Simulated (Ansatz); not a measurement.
# NaF (Villiaumite, Fm-3m): lattice thermal conductivity, part 2 of 2

Wanted: κ(T), lifetimes and mean free paths for NaF (Villiaumite).

Experimental results on record:
- thermal conductivity 18.4 W/m/K near room temperature (given in “Combining the AFLOW GIBBS and Elastic Libraries to efficiently and robustly screen thermo-mechanical properties of solids”, 2017, arXiv:1611.05714)
- thermal conductivity 16.5 W/m/K near room temperature (given in “Predicting the lattice thermal conductivity of solids by solving the Boltzmann transport equation: AFLOW - AAPL an automated, accurate and efficient framework”, 2017, arXiv:1611.05481)

Ansatz 0.2.0; DFT PBEsol, scalar-relativistic, plane waves, PAW; PAW set soft_1.

So far. Step 2 (Probe on a coarse mesh): The start is under -0.35 GPa at this level and looks like an insulator or semiconductor on this mesh. Step 4 (Tight relaxation): The residual pressure is 3.0e-4 GPa, small enough for phonons. The relaxed cell has a = 4.629 Å (conventional setting).

## (5) Anharmonic force constants and conductivity (continued)

300 K; a sample spread over frequency. Mode lifetimes, by row, the first 40 of 90 rows:

```
    q1      q2       q3  branch  frequency (THz)  rms speed (km/s)  three-phonon rate (1/ps)  isotope rate (1/ps)  lifetime (ps)  mean free path (nm)
     0       0   0.0435       1            0.582              3.65                    0.0832                    0             12                 43.9
     0  0.1304   0.1304       1            1.718              2.82                     0.015                    0           66.5                  188
0.0435  0.1304   0.2174       1            2.236              2.94                      0.09                    0           11.1                 32.7
     0       0   0.1304       3            2.662              5.35                     0.109                    0            9.2                 49.2
     0   0.087  -0.1739       2            2.963              3.39                      1.06                    0          0.946                 3.21
     0   0.087   0.2609       2            3.217              3.41                     0.631                    0           1.59                  5.4
 0.087  0.2174  -0.1304       1            3.422              3.13                    0.0501                    0             20                 62.5
     0  0.1304   0.3478       1            3.589              2.34                     0.508                    0           1.97                 4.61
0.0435  0.2174   0.3478       2            3.788              3.38                     0.318                    0           3.15                 10.6
0.0435  0.1304   0.3913       1            3.895              2.47                     0.436                    0           2.29                 5.66
0.0435   0.087   0.3913       1             4.05              2.51                     0.427                    0           2.34                 5.88
     0  0.0435   0.3478       2            4.178              2.93                     0.569                    0           1.76                 5.15
     0  0.3043   0.4783       1            4.241              1.27                     0.196                    0           5.11                 6.46
     0  0.3478   0.4348       2            4.319              2.58                    0.0952                    0           10.5                 27.1
 0.087  0.3913   0.4783       2            4.405              2.24                     0.177                    0           5.64                 12.7
     0  0.2174   0.3913       2            4.516              3.51                     0.232                    0           4.31                 15.2
0.0435  0.2174  -0.2174       2            4.601              2.85                     0.645                    0           1.55                 4.42
0.0435  0.1739  -0.2609       2            4.666              2.82                     0.602                    0           1.66                 4.68
     0   0.087  -0.3913       1            4.751              2.17                     0.324                    0           3.09                  6.7
     0  0.3478  -0.3478       1            4.853              1.18                     0.237                    0           4.21                 4.96
     0  0.0435  -0.4348       1            4.932              1.86                     0.347                    0           2.88                 5.36
     0  0.1304   0.2609       3            4.986              4.47                     0.413                    0           2.42                 10.8
0.0435   0.087  -0.4783       1            5.065              1.59                     0.322                    0           3.11                 4.95
     0       0   0.4783       2            5.146              1.13                      0.33                    0           3.03                 3.42
0.0435  0.2174   0.2609       3            5.198              4.43                     0.319                    0           3.13                 13.9
0.0435  0.2174  -0.3043       2            5.267              1.49                     0.393                    0           2.54                 3.79
     0  0.1739  -0.3913       2            5.327              2.41                     0.246                    0           4.07                 9.81
 0.087  0.4348  -0.3913       2            5.426              3.63                    0.0836                    0             12                 43.4
0.1739  0.4783  -0.3478       2            5.525              2.45                     0.202                    0           4.95                 12.1
 0.087  0.1739   0.3478       3            5.635               3.9                     0.301                    0           3.33                   13
0.0435  0.3478  -0.4348       2            5.795              3.69                     0.114                    0           8.74                 32.2
0.2174  0.4783  -0.3043       1            5.888              2.53                    0.0503                    0           19.9                 50.3
     0  0.0435  -0.4783       4            5.936              1.48                     0.374                    0           2.67                 3.95
 0.087  0.2609  -0.2609       3             6.01              0.98                     0.366                    0           2.73                 2.68
0.0435  0.1304   0.4783       3            6.083               1.4                     0.354                    0           2.83                 3.95
     0  0.2609  -0.4348       2            6.166              1.52                       0.2                    0           4.99                  7.6
0.1739  0.3913  -0.2174       3            6.239              0.87                     0.341                    0           2.93                 2.56
0.1304  0.3043  -0.1739       3            6.272              1.78                     0.317                    0           3.16                 5.63
0.2174  0.4783  -0.2609       3            6.345              2.33                    0.0531                    0           18.8                 43.9
 0.087  0.2609   0.3913       3            6.421              2.99                      0.36                    0           2.77                  8.3
```

Without the LO-TO term. Gamma linewidths, by row:

```
branch  frequency (cm⁻¹)  three-phonon rate (1/ps)  isotope rate (1/ps)  FWHM (cm⁻¹)
     4             239.4                     0.513                    0         2.72
     5             239.4                     0.513                    0         2.72
     6             239.4                     0.513                    0         2.72
```

W/m/K, third of the trace; RTA populations with a boundary rate v/L added to each mode (Matthiessen's rule). Kappa by grain size, by row:

```csv
T (K),bulk,10 nm,30 nm,100 nm,300 nm,1000 nm,10000 nm,100000 nm
100,74.82,8.432,18.27,34.05,49.04,61.42,72.16,74.5
300,23.4,8.443,13.36,18.01,20.71,22.26,23.25,23.39
600,11.68,5.935,8.25,10.02,10.9,11.38,11.64,11.68
```

At 300 K the relaxation-time value is 23.6 W/(m K).

## (6) Outcome

```yaml
highest_frequency: 400.6 cm⁻¹
debye_temperature_from_the_second_moment: 422 K
kappa_at_300_k_relaxation_time: 23.59 W/m/K
mean_free_path_at_half_of_kappa: 19.6 nm
share_of_kappa_above_the_three_lowest_branches: 0.141
```

In words: The lattice of NaF (Villiaumite) conducts 23.6 W/(m K) at 300 K by PBEsol (mean over directions, relaxation-time solution). Above 300 K the relaxation-time κ falls as T^-0.97, near the 1/T law of three-phonon scattering. Grains of 100 nm would keep 77 % of the bulk value at 300 K, and grains of 1 µm 95 %. A measured thermal conductivity near room temperature is 18.4 W/m/K (arXiv:1611.05714); the calculated 23.6 W/m/K differs by +28 %. Four-phonon, defect and boundary scattering, which are left out, would lower the calculated value; thermal expansion is left out too. The last run computed the relaxation-time solution alone; it counts normal processes as resistive, so the full solution usually lies higher, most of all in good conductors. The sum rules changed one orbit of cubic constants by up to 14 %; by the manual a large change points to a short cutoff or, on a small and distant orbit, to noisy forces. The conductivities include the coherence part between close branches; the shares for grains, isotopes, branches and paths are of the relaxation-time populations alone. Cubic couplings among atoms farther apart than the pair cutoff are dropped, and neither the cutoff nor the q-mesh was shown to be converged here. The PAW files were made for PBE and are used here under another functional, for which the program regenerates the frozen cores.

[Logs are printed without paths, hosts, clocks, repeated set-up lines and the standing remarks that a program may print on its own settings, such as how far it seeks lower states.]

[Hosts, paths, dates, database ids (printed as entryN), source tags and the programs' standing remarks are cut or masked in the printed files.]

[A step with changed settings may run another functional than the one named; its input shows which.]
